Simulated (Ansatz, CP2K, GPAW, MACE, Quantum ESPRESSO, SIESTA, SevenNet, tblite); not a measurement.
# Forces in twisted graphene double bilayer, 27.80° (104 atoms), program by program

Aim: forces of twisted graphene double bilayer, 27.80° (104 atoms) at one geometry, from other programs and methods, against plane-wave PBE.

Results are calculated, not measured.

### Step 1. The structure

The cell holds 104 atoms (104 C), with edges of 8.87, 8.87 and 24.18 Å. Recipe: graphene (a = 2.46 Å) under graphene (a = 2.46 Å), double bilayer, commensurate cell of 13 unit cells a layer, twist 27.80 deg; facing planes 3.33, 3.52, 3.33 Å apart as built; 14 Å of vacuum; minimised with a classical potential. Then every atom was moved at random, 0.05 Å r.m.s. a Cartesian component.

### Step 2. The reference input

Quantum ESPRESSO 7.5: Kohn-Sham DFT, PBE, SSSP efficiency 1.3.0 pseudopotentials, plane waves. Its input, pw.in:

```
&control
  calculation = 'scf'
  pseudo_dir = './pseudo'
  outdir = './tmp'
  disk_io = 'none'
  tprnfor = .true.
/
&system
  ibrav = 0
  nat = 104
  ntyp = 1
  ecutwfc = 45
  ecutrho = 360
  nosym = .true.
  occupations = 'smearing'
  smearing = 'fd'
  degauss = 0.003675
/
&electrons
  conv_thr = 5.2e-07
  electron_maxstep = 100
  mixing_beta = 0.2
  mixing_mode = 'local-TF'
  diagonalization = 'david'
/
ATOMIC_SPECIES
C 12.011 C.upf
CELL_PARAMETERS angstrom
8.86970 0.00000 0.00000
-4.43485 7.68139 0.00000
0.00000 0.00000 24.18000
ATOMIC_POSITIONS crystal
C 0.12467 0.18718 0.29057
C 0.17930 0.05690 0.29065
C 0.19462 0.47171 0.29176
C 0.25817 0.35933 0.28701
[... 98 atom lines left out ...]
C 0.71603 0.50859 0.70943
C 0.77677 0.69961 0.71134
K_POINTS gamma
```

```console
$ OMP_NUM_THREADS=1 mpirun -np 4 pw.x -in pw.in > output.txt
```

It took 3.6 min on 4 MPI ranks of Arm Neoverse V2, shared host; peak memory 4.3 GiB; 14 min of CPU time.

It converged with an r.m.s. force component of 3.0 eV/Å.

### Step 3. The other programs

- CP2K 2026.2: Gaussian basis with GTH pseudopotentials and a plane-wave density; labels give functional, basis (MOLOPT sets; SR short-range, UZH the newer set with its own potentials), grid cutoff/relative cutoff and solver (OT: orbital transformation; TRS4, TC2, SIGN: linear-scaling purification with its sparsity filter), or its built-in tight binding.
- GPAW 26.7.0: PAW with atomic orbitals (LCAO), plane waves or a real-space grid of spacing h.
- MACE: machine-learned potential, published weights.
- Quantum ESPRESSO 7.5: plane waves; labels (QE) give functional, pseudopotential set and cutoffs of waves/density.
- SIESTA 5.4.2: numerical atomic orbitals, whose automatically made sets are far from complete, with PseudoDojo norm-conserving potentials that we converted to its format (checked against plane waves on the same files for H, C, O, Si, Ge and Ca alone); labels give functional, basis size, energy shift and mesh cutoff.
- SevenNet: machine-learned potential, published weights.
- tblite 0.8.0: extended tight binding, driven from Python.

All use the same cell and atoms, and the electronic-structure runs the same k-mesh.

### Step 4. All runs compared

Differences are against the reference: forces as r.m.s. over components, share as that over the reference's r.m.s. force, slope as the fitted ratio of a run's forces to the reference's.

| run | Δ force, r.m.s. (meV/Å) | share (%) | slope | cores | CPU time | memory (GiB) |
| --- | --- | --- | --- | --- | --- | --- |
| reference | - | - | - | 4 | 14 min | 4.3 |
| CP2K BLYP, DZVP-MOLOPT-SR, 450/50 Ry, diagonalisation | 67.0 | 2.26 | 0.994 | 4 | 9.3 min | 4.2 |
| CP2K GFN1-xTB, diagonalisation | 169 | 5.69 | 0.977 | 1 | 3.3 s | 0.22 |
| CP2K PBE, DZVP-MOLOPT-SR, 450/30 Ry, diagonalisation (coarse) | 46.5 | 1.57 | 1.013 | 4 | 7 min | 4.2 |
| CP2K PBE, DZVP-MOLOPT-SR, 450/50 Ry, diagonalisation | 46.5 | 1.57 | 1.013 | 4 | 8.6 min | 4.2 |
| CP2K PBE, DZVP-MOLOPT-SR, 630/50 Ry, diagonalisation | 46.5 | 1.57 | 1.013 | 4 | 11 min | 5.8 |
| CP2K PBE, SZV-MOLOPT-SR, 450/50 Ry, diagonalisation (coarse) | 789 | 26.6 | 1.262 | 1 | 5.7 min | 3.1 |
| GPAW LDA, LCAO dzp, h 0.2 Å | 167 | 5.64 | 1.046 | 1 | 91 s | 1.0 |
| GPAW PBE, LCAO dzp, h 0.16 Å | 203 | 6.84 | 1.058 | 2 | 2.7 min | 1.9 |
| GPAW PBE, LCAO dzp, h 0.2 Å | 203 | 6.82 | 1.057 | 1 | 99 s | 1.0 |
| MACE MP-0b3 medium potential | 251 | 8.46 | 0.946 | 1 | 8 s | 1.3 |
| MACE MPA-0 medium potential | 272 | 9.15 | 1.063 | 1 | 7.9 s | 1.3 |
| QE PBE, gbrv-1.5, 40/200 Ry | 18.6 | 0.625 | 1.004 | 4 | 10 min | 2.1 |
| SIESTA PBE, DZ, shift 0.01 Ry, mesh 300 Ry (coarse) | 454 | 15.3 | 1.143 | 1 | 70 s | 0.73 |
| SIESTA PBE, DZP, shift 0.01 Ry, mesh 300 Ry | 352 | 11.9 | 1.101 | 2 | 3.8 min | 1.4 |
| SIESTA PBE, SZP, shift 0.01 Ry, mesh 300 Ry (coarse) | 721 | 24.3 | 1.185 | 2 | 2.7 min | 1.2 |
| SIESTA PBE, TZP, shift 0.01 Ry, mesh 300 Ry | 283 | 9.53 | 1.079 | 4 | 5.3 min | 2.1 |
| SIESTA PBEsol, DZP, shift 0.01 Ry, mesh 300 Ry | 389 | 13.1 | 1.110 | 2 | 3.6 min | 1.4 |
| SevenNet l3i5 potential | 185 | 6.23 | 1.009 | 1 | 12 s | 2.1 |
| tblite GFN1-xTB | 170 | 5.72 | 0.977 | 1 | 1.7 s | 0.13 |
| tblite GFN2-xTB | 188 | 6.32 | 0.964 | 1 | 5.6 s | 0.13 |

Rows marked coarse were listed beforehand as settings not expected to be converged; some can still land near the reference.

Times of the machine-learned potentials are mostly Python's start and the loading of weights.

Runs without a result: CP2K PBE, TZVP-MOLOPT, 450/50 Ry, diagonalisation (cut off at its time limit).

CPU time is summed over cores on shared hosts, so it is rough.

### Step 5. Findings

Forces lie from 0.62 % (QE PBE, gbrv-1.5, 40/200 Ry) to 27 % (CP2K PBE, SZV-MOLOPT-SR, 450/50 Ry, diagonalisation, coarse) of the reference's r.m.s. force of 3.0 eV/Å away from it. Other PBE runs on plane waves or a grid: QE PBE, gbrv-1.5, 40/200 Ry 0.62 % of the r.m.s. force; the reference has errors of its own, so differences under a few per cent don't tell which side is nearer the exact PBE result. The PBE runs in local orbitals, coarse settings apart, differ by 1.6 % (CP2K PBE, DZVP-MOLOPT-SR, 450/50 Ry, diagonalisation) to 12 % (SIESTA PBE, DZP, shift 0.01 Ry, mesh 300 Ry); basis, grid and potentials can all enter. Tight binding differs by 5.7 % (CP2K GFN1-xTB, diagonalisation) to 6.3 % (tblite GFN2-xTB); it is another model, with fitted parameters of its own, and the xTB methods hold dispersion.

Machine-learned potentials differ by 6.2 % (SevenNet l3i5 potential) to 9.2 % (MACE MPA-0 medium potential); they were trained on other programs' data. Rows with another functional or a dispersion term differ by 2.3 % (CP2K BLYP, DZVP-MOLOPT-SR, 450/50 Ry, diagonalisation) to 13 % (SIESTA PBEsol, DZP, shift 0.01 Ry, mesh 300 Ry), which mixes the change of model with differences of basis and potentials. Runs with settings chosen to be coarse differ by 1.6 % (CP2K PBE, DZVP-MOLOPT-SR, 450/30 Ry, diagonalisation) to 27 % (CP2K PBE, SZV-MOLOPT-SR, 450/50 Ry, diagonalisation), their programs' other errors included. CP2K PBE, SZV-MOLOPT-SR, 450/50 Ry, diagonalisation stiffens the forces by a factor of 1.26 while following their directions (correlation 0.999); the slopes of the 6 CP2K runs lie between 0.98 and 1.26. From CP2K PBE, DZVP-MOLOPT-SR, 450/30 Ry, diagonalisation to the finer CP2K PBE, DZVP-MOLOPT-SR, 630/50 Ry, diagonalisation the share goes from 1.57 to 1.57 %, so the grid isn't what parts these runs from the reference. From GPAW PBE, LCAO dzp, h 0.2 Å to the finer GPAW PBE, LCAO dzp, h 0.16 Å the share goes from 6.82 to 6.84 %, so the grid isn't what parts these runs from the reference.

Caveats: Machine-learned potentials mimic data converged in k, so the reference's own k-point error enters their differences. The reference's PBE has no dispersion term, which matters for the binding between molecules or layers. One k-point is far too coarse for the carbon or group-IV sheet, and it can put spurious forces of up to about 1 eV/Å on the sheet's atoms. The electronic-structure runs sample only Γ, in a cell whose shortest periodic width is 8 Å. The slab repeats along its normal with no dipole correction. Where levels are smeared, the DFT runs use Fermi–Dirac occupations at 580 K (0.05 eV), and energies are free energies. The atoms were displaced at random, and shares hang on the size of the forces that this gives. The reference's cutoffs and mesh weren't converged further here.

[Logs are printed without paths, hosts, clocks, repeated set-up lines and the standing remarks that a program may print on its own settings, such as how far it seeks lower states.]

[Hosts, paths, dates, database ids (printed as entryN), source tags and the programs' standing remarks are cut or masked in the printed files.]

[Cells were taken only where this reference lay near another plane-wave run.]
